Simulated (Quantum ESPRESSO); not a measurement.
**How cutoff, mesh and threshold together moves the magnetism of MnPt**

Wanted: the cheapest choice of cutoff, mesh and threshold together that holds the magnetic results of MnPt.

Method: PBEsol; plane waves with GBRV 1.5 PBEsol potentials, no spin-orbit coupling (settings of the first rung), in Quantum ESPRESSO 7.5.

This is a report of a sequence of runs, with most program output left out.

## Step 1: The starting structure

Symmetry: P4/mmm, No. 123, tetragonal system. The conventional cell has a = 2.830 Å, b = 2.830 Å, c = 3.660 Å, α = 90.00°, β = 90.00°, γ = 90.00°. Mn has 8 Pt at 2.71 Å and 4 Mn at 2.83 Å nearest. Pt has 8 Mn at 2.71 Å and 4 Pt at 2.83 Å nearest. Farther neighbours are not listed.

Coordinates:

```cif
data_structure
_symmetry_space_group_name_H-M 'P4/mmm'
_symmetry_Int_Tables_number 123
_cell_length_a 2.8300
_cell_length_b 2.8300
_cell_length_c 3.6600
_cell_angle_alpha 90.000
_cell_angle_beta 90.000
_cell_angle_gamma 90.000
_cell_volume 29.31
loop_
_atom_site_label
_atom_site_type_symbol
_atom_site_symmetry_multiplicity
_atom_site_Wyckoff_symbol
_atom_site_fract_x
_atom_site_fract_y
_atom_site_fract_z
_atom_site_occupancy
Mn1 Mn 1 a 0.00000 0.00000 0.00000 1
Pt1 Pt 1 d 0.50000 0.50000 0.50000 1
```

The cell comes from the Crystallography Open Database.

## Step 2: Rung 1, start ferro +

The input, pw.in:

```
&CONTROL
  calculation = 'scf'
  prefix = 'pwscf'
  outdir = './tmp'
  pseudo_dir = './pseudo'
  disk_io = 'nowf'
/
&SYSTEM
  ibrav = 0
  nat = 2
  ntyp = 2
  ecutwfc = 22
  ecutrho = 154
  nbnd = 24
  occupations = 'smearing'
  smearing = 'fd'
  degauss = 0.00734986
  nspin = 2
  starting_magnetization(1) = 0.2333
  starting_magnetization(2) = 0
/
&ELECTRONS
  conv_thr = 2d-06
  electron_maxstep = 150
  mixing_beta = 0.3
/
ATOMIC_SPECIES
Mn     54.9380 mn_pbesol_v1.5.uspp.F.UPF
Pt    195.0840 pt_pbesol_v1.4.uspp.F.UPF
CELL_PARAMETERS angstrom
   2.8300000000    0.0000000000    0.0000000000
   0.0000000000    2.8300000000    0.0000000000
   0.0000000000    0.0000000000    3.6600000000
ATOMIC_POSITIONS crystal
Mn      0.0000000000    0.0000000000    0.0000000000
Pt      0.5000000000    0.5000000000    0.5000000000
K_POINTS automatic
4 4 4 0 0 0
```

On the command line:

```console
> OMP_NUM_THREADS=1 mpirun -n 2 pw.x -nk 2 -in pw.in > pw.out
```

Run time: 2.8 s. Hardware: 2 MPI ranks of Arm Neoverse V2, shared host; peak memory 0.13 GiB; 5.4 s of CPU time.

Spin moment in the atom's sphere by atom:

```csv
atom,spin moment in the atom's sphere (μB)
Mn1,3.74
Pt2,0.42
```

This step gave:

| Quantity | Value |
| --- | --- |
| magnetization | 4.262 μB |
| final state | ferromagnetic |

## Step 3: Rung 1, start antiferro q=(1/2,1/2,0) +-

The wavevector q is in fractions of the reciprocal vectors of the crystal's primitive cell, as the cells of these inputs are built from it; moments change sign between cells as cos(2π q·R).

The input, pw.in:

```
&CONTROL
  calculation = 'scf'
  prefix = 'pwscf'
  outdir = './tmp'
  pseudo_dir = './pseudo'
  disk_io = 'nowf'
/
&SYSTEM
  ibrav = 0
  nat = 4
  ntyp = 3
  ecutwfc = 22
  ecutrho = 154
  nbnd = 41
  occupations = 'smearing'
  smearing = 'fd'
  degauss = 0.00734986
  nspin = 2
  starting_magnetization(1) = 0.2333
  starting_magnetization(2) = -0.2333
  starting_magnetization(3) = 0
/
&ELECTRONS
  conv_thr = 4d-06
  electron_maxstep = 150
  mixing_beta = 0.3
/
ATOMIC_SPECIES
Mn1    54.9380 mn_pbesol_v1.5.uspp.F.UPF
Mn2    54.9380 mn_pbesol_v1.5.uspp.F.UPF
Pt    195.0840 pt_pbesol_v1.4.uspp.F.UPF
CELL_PARAMETERS angstrom
   5.6600000000    0.0000000000    0.0000000000
   2.8300000000    2.8300000000    0.0000000000
   0.0000000000    0.0000000000    3.6600000000
ATOMIC_POSITIONS crystal
Mn1     0.0000000000    0.0000000000    0.0000000000
Mn2     0.5000000000    0.0000000000    0.0000000000
Pt      0.0000000000    0.5000000000    0.5000000000
Pt      0.5000000000    0.5000000000    0.5000000000
K_POINTS automatic
2 4 4 0 0 0
```

Run time: 7.9 s. Hardware: 2 MPI ranks; peak memory 0.16 GiB; 16 s of CPU time.

Spin moment in the atom's sphere by atom:

```csv
atom,spin moment in the atom's sphere (μB)
Mn1,3.77
Mn2,-3.77
Pt3,0.00
Pt4,0.00
```

Numbers from this step:

| Quantity | Value |
| --- | --- |
| magnetization | 0 μB |
| final state | antiferromagnetic |

## Step 4: Rung 2, start ferro +

The input, pw.in:

```
&CONTROL
  calculation = 'scf'
  prefix = 'pwscf'
  outdir = './tmp'
  pseudo_dir = './pseudo'
  disk_io = 'nowf'
/
&SYSTEM
  ibrav = 0
  nat = 2
  ntyp = 2
  ecutwfc = 30
  ecutrho = 210
  nbnd = 24
  occupations = 'smearing'
  smearing = 'fd'
  degauss = 0.00734986
  nspin = 2
  starting_magnetization(1) = 0.2333
  starting_magnetization(2) = 0
/
&ELECTRONS
  conv_thr = 2d-07
  electron_maxstep = 150
  mixing_beta = 0.3
/
ATOMIC_SPECIES
Mn     54.9380 mn_pbesol_v1.5.uspp.F.UPF
Pt    195.0840 pt_pbesol_v1.4.uspp.F.UPF
CELL_PARAMETERS angstrom
   2.8300000000    0.0000000000    0.0000000000
   0.0000000000    2.8300000000    0.0000000000
   0.0000000000    0.0000000000    3.6600000000
ATOMIC_POSITIONS crystal
Mn      0.0000000000    0.0000000000    0.0000000000
Pt      0.5000000000    0.5000000000    0.5000000000
K_POINTS automatic
6 6 6 0 0 0
```

The job ended after 6.2 s (2 MPI ranks; peak memory 0.15 GiB; 12 s of CPU time).

Read from the output:

* magnetization: 4.157 μB
* final state: ferromagnetic
* largest moment: 3.692 μB

## Step 5: Rung 2, start antiferro q=(1/2,1/2,0) +-

The input, pw.in:

```
&CONTROL
  calculation = 'scf'
  prefix = 'pwscf'
  outdir = './tmp'
  pseudo_dir = './pseudo'
  disk_io = 'nowf'
/
&SYSTEM
  ibrav = 0
  nat = 4
  ntyp = 3
  ecutwfc = 30
  ecutrho = 210
  nbnd = 41
  occupations = 'smearing'
  smearing = 'fd'
  degauss = 0.00734986
  nspin = 2
  starting_magnetization(1) = 0.2333
  starting_magnetization(2) = -0.2333
  starting_magnetization(3) = 0
/
&ELECTRONS
  conv_thr = 4d-07
  electron_maxstep = 150
  mixing_beta = 0.3
/
ATOMIC_SPECIES
Mn1    54.9380 mn_pbesol_v1.5.uspp.F.UPF
Mn2    54.9380 mn_pbesol_v1.5.uspp.F.UPF
Pt    195.0840 pt_pbesol_v1.4.uspp.F.UPF
CELL_PARAMETERS angstrom
   5.6600000000    0.0000000000    0.0000000000
   2.8300000000    2.8300000000    0.0000000000
   0.0000000000    0.0000000000    3.6600000000
ATOMIC_POSITIONS crystal
Mn1     0.0000000000    0.0000000000    0.0000000000
Mn2     0.5000000000    0.0000000000    0.0000000000
Pt      0.0000000000    0.5000000000    0.5000000000
Pt      0.5000000000    0.5000000000    0.5000000000
K_POINTS automatic
3 6 6 0 0 0
```

Run time: 23 s. Hardware: 2 MPI ranks; peak memory 0.22 GiB; 45 s of CPU time.

Read from the output:

```yaml
magnetization: 0 μB
final_state: antiferromagnetic
largest_moment: 3.694 μB
```

## Step 6: Rung 3, start ferro +

The input, pw.in:

```
&CONTROL
  calculation = 'scf'
  prefix = 'pwscf'
  outdir = './tmp'
  pseudo_dir = './pseudo'
  disk_io = 'nowf'
/
&SYSTEM
  ibrav = 0
  nat = 2
  ntyp = 2
  ecutwfc = 40
  ecutrho = 280
  nbnd = 24
  occupations = 'smearing'
  smearing = 'fd'
  degauss = 0.00734986
  nspin = 2
  starting_magnetization(1) = 0.2333
  starting_magnetization(2) = 0
/
&ELECTRONS
  conv_thr = 4d-09
  electron_maxstep = 150
  mixing_beta = 0.3
/
ATOMIC_SPECIES
Mn     54.9380 mn_pbesol_v1.5.uspp.F.UPF
Pt    195.0840 pt_pbesol_v1.4.uspp.F.UPF
CELL_PARAMETERS angstrom
   2.8300000000    0.0000000000    0.0000000000
   0.0000000000    2.8300000000    0.0000000000
   0.0000000000    0.0000000000    3.6600000000
ATOMIC_POSITIONS crystal
Mn      0.0000000000    0.0000000000    0.0000000000
Pt      0.5000000000    0.5000000000    0.5000000000
K_POINTS automatic
10 10 10 0 0 0
```

Elapsed: 42 s, on 2 MPI ranks; peak memory 0.24 GiB; 84 s of CPU time.

This step gave:

| Property | Result |
| --- | --- |
| magnetization | 4.186 μB |
| final state | ferromagnetic |
| largest moment | 3.724 μB |

## Step 7: Rung 3, start antiferro q=(1/2,1/2,0) +-

The input, pw.in:

```
&CONTROL
  calculation = 'scf'
  prefix = 'pwscf'
  outdir = './tmp'
  pseudo_dir = './pseudo'
  disk_io = 'nowf'
/
&SYSTEM
  ibrav = 0
  nat = 4
  ntyp = 3
  ecutwfc = 40
  ecutrho = 280
  nbnd = 41
  occupations = 'smearing'
  smearing = 'fd'
  degauss = 0.00734986
  nspin = 2
  starting_magnetization(1) = 0.2333
  starting_magnetization(2) = -0.2333
  starting_magnetization(3) = 0
/
&ELECTRONS
  conv_thr = 8d-09
  electron_maxstep = 150
  mixing_beta = 0.3
/
ATOMIC_SPECIES
Mn1    54.9380 mn_pbesol_v1.5.uspp.F.UPF
Mn2    54.9380 mn_pbesol_v1.5.uspp.F.UPF
Pt    195.0840 pt_pbesol_v1.4.uspp.F.UPF
CELL_PARAMETERS angstrom
   5.6600000000    0.0000000000    0.0000000000
   2.8300000000    2.8300000000    0.0000000000
   0.0000000000    0.0000000000    3.6600000000
ATOMIC_POSITIONS crystal
Mn1     0.0000000000    0.0000000000    0.0000000000
Mn2     0.5000000000    0.0000000000    0.0000000000
Pt      0.0000000000    0.5000000000    0.5000000000
Pt      0.5000000000    0.5000000000    0.5000000000
K_POINTS automatic
5 10 10 0 0 0
```

The job ended after 1.7 min (2 MPI ranks; peak memory 0.39 GiB).

Read from the output:

```
magnetization  : 0 μB
final state    : antiferromagnetic
largest moment : 3.692 μB
```

## Step 8: Rung 4, start ferro +

The input, pw.in:

```
&CONTROL
  calculation = 'scf'
  prefix = 'pwscf'
  outdir = './tmp'
  pseudo_dir = './pseudo'
  disk_io = 'nowf'
/
&SYSTEM
  ibrav = 0
  nat = 2
  ntyp = 2
  ecutwfc = 52
  ecutrho = 364
  nbnd = 24
  occupations = 'smearing'
  smearing = 'fd'
  degauss = 0.00734986
  nspin = 2
  starting_magnetization(1) = 0.2333
  starting_magnetization(2) = 0
/
&ELECTRONS
  conv_thr = 2d-10
  electron_maxstep = 150
  mixing_beta = 0.3
/
ATOMIC_SPECIES
Mn     54.9380 mn_pbesol_v1.5.uspp.F.UPF
Pt    195.0840 pt_pbesol_v1.4.uspp.F.UPF
CELL_PARAMETERS angstrom
   2.8300000000    0.0000000000    0.0000000000
   0.0000000000    2.8300000000    0.0000000000
   0.0000000000    0.0000000000    3.6600000000
ATOMIC_POSITIONS crystal
Mn      0.0000000000    0.0000000000    0.0000000000
Pt      0.5000000000    0.5000000000    0.5000000000
K_POINTS automatic
12 12 12 0 0 0
```

Wall time 72 s (2 MPI ranks); peak memory 0.38 GiB.

This step gave:

```
magnetization  : 4.18 μB
final state    : ferromagnetic
largest moment : 3.720 μB
```

## Step 9: Rung 4, start antiferro q=(1/2,1/2,0) +-

The input, pw.in:

```
&CONTROL
  calculation = 'scf'
  prefix = 'pwscf'
  outdir = './tmp'
  pseudo_dir = './pseudo'
  disk_io = 'nowf'
/
&SYSTEM
  ibrav = 0
  nat = 4
  ntyp = 3
  ecutwfc = 52
  ecutrho = 364
  nbnd = 41
  occupations = 'smearing'
  smearing = 'fd'
  degauss = 0.00734986
  nspin = 2
  starting_magnetization(1) = 0.2333
  starting_magnetization(2) = -0.2333
  starting_magnetization(3) = 0
/
&ELECTRONS
  conv_thr = 4d-10
  electron_maxstep = 150
  mixing_beta = 0.3
/
ATOMIC_SPECIES
Mn1    54.9380 mn_pbesol_v1.5.uspp.F.UPF
Mn2    54.9380 mn_pbesol_v1.5.uspp.F.UPF
Pt    195.0840 pt_pbesol_v1.4.uspp.F.UPF
CELL_PARAMETERS angstrom
   5.6600000000    0.0000000000    0.0000000000
   2.8300000000    2.8300000000    0.0000000000
   0.0000000000    0.0000000000    3.6600000000
ATOMIC_POSITIONS crystal
Mn1     0.0000000000    0.0000000000    0.0000000000
Mn2     0.5000000000    0.0000000000    0.0000000000
Pt      0.0000000000    0.5000000000    0.5000000000
Pt      0.5000000000    0.5000000000    0.5000000000
K_POINTS automatic
6 12 12 0 0 0
```

The job ended after 4.4 min (2 MPI ranks; peak memory 0.66 GiB).

Read from the output:

* magnetization: 0 μB
* final state: antiferromagnetic
* largest moment: 3.695 μB

## Step 10: A faulty input

One input was spoiled on purpose, to see how the program answers.

The input, pw.in:

```
&CONTROL
  calculation = 'scf'
  prefix = 'pwscf'
  outdir = './tmp'
  pseudo_dir = './pseudo'
  disk_io = 'nowf'
/
&SYSTEM
  ibrav = 0
  nat = 2
  ntyp = 2
  ecutwfc = 40
  ecutrho = 280
  nbnd = 24
  occupations = 'smearing'
  smearing = 'fd'
  degauss = 0.00734986
  starting_magnetization(1) = 0.2333
  starting_magnetization(2) = 0
/
&ELECTRONS
  conv_thr = 4d-09
  electron_maxstep = 100
  mixing_beta = 0.3
/
ATOMIC_SPECIES
Mn     54.9380 mn_pbesol_v1.5.uspp.F.UPF
Pt    195.0840 pt_pbesol_v1.4.uspp.F.UPF
CELL_PARAMETERS angstrom
   2.8300000000    0.0000000000    0.0000000000
   0.0000000000    2.8300000000    0.0000000000
   0.0000000000    0.0000000000    3.6600000000
ATOMIC_POSITIONS crystal
Mn      0.0000000000    0.0000000000    0.0000000000
Pt      0.5000000000    0.5000000000    0.5000000000
K_POINTS automatic
12 12 12 0 0 0
```

Run time: 26 s. Hardware: 2 MPI ranks; peak memory 0.22 GiB; 53 s of CPU time.

The run converged, but its input is faulty, so its numbers are not to be trusted.

The fault in the input: starting_magnetization without nspin.

## Step 11: The rungs together

Ladder, by row:

```csv
rung,cutoff (eV),mesh,state from the first start,state from the second start,second less first (meV a seeded atom),"moment, first (μB)","moment, second (μB)",CPU time (s)
1,299,4x4x4,ferromagnetic,antiferromagnetic,-237.5,3.739,3.771,21.02
2,408,6x6x6,ferromagnetic,antiferromagnetic,-334.9,3.692,3.694,57.14
3,544,10x10x10,ferromagnetic,antiferromagnetic,-332.5,3.724,3.692,289.6
4,707,12x12x12,ferromagnetic,antiferromagnetic,-338.1,3.72,3.695,672.9
```

## Step 12: Results

| Item | Value |
| --- | --- |
| range of the largest moment, first start | 3.69 to 3.74 μB; second start 3.69 to 3.77 μB |
| range of CPU time | 21 s to 11 min |
| range of the energy difference | -338 to -238 meV a seeded atom |
| first rung that agrees with the last (margins below) | 2 |

From rung 2 on the states are those of the last rung, the moments stay within 0.05 μB of it and the difference within 17 meV; rung 2 took 8.5 % of its CPU time. Energies are free energies at an electronic temperature of 1160 K, which lowers moments and differences where the moments are itinerant.

[Logs and program files are shortened in this print: banners, set-up blocks, solver, clock and traceback lines can be left out without a mark of their own.]

[Logs are printed without paths, hosts, clocks, repeated set-up lines and the standing remarks that a program may print on its own settings, such as how far it seeks lower states.]

[Hosts, paths, dates, database ids (printed as entryN), source tags and the programs' standing remarks are cut or masked in the printed files.]

[Where a cell is said to come from a database of computed structures, the database is the Materials Project.]
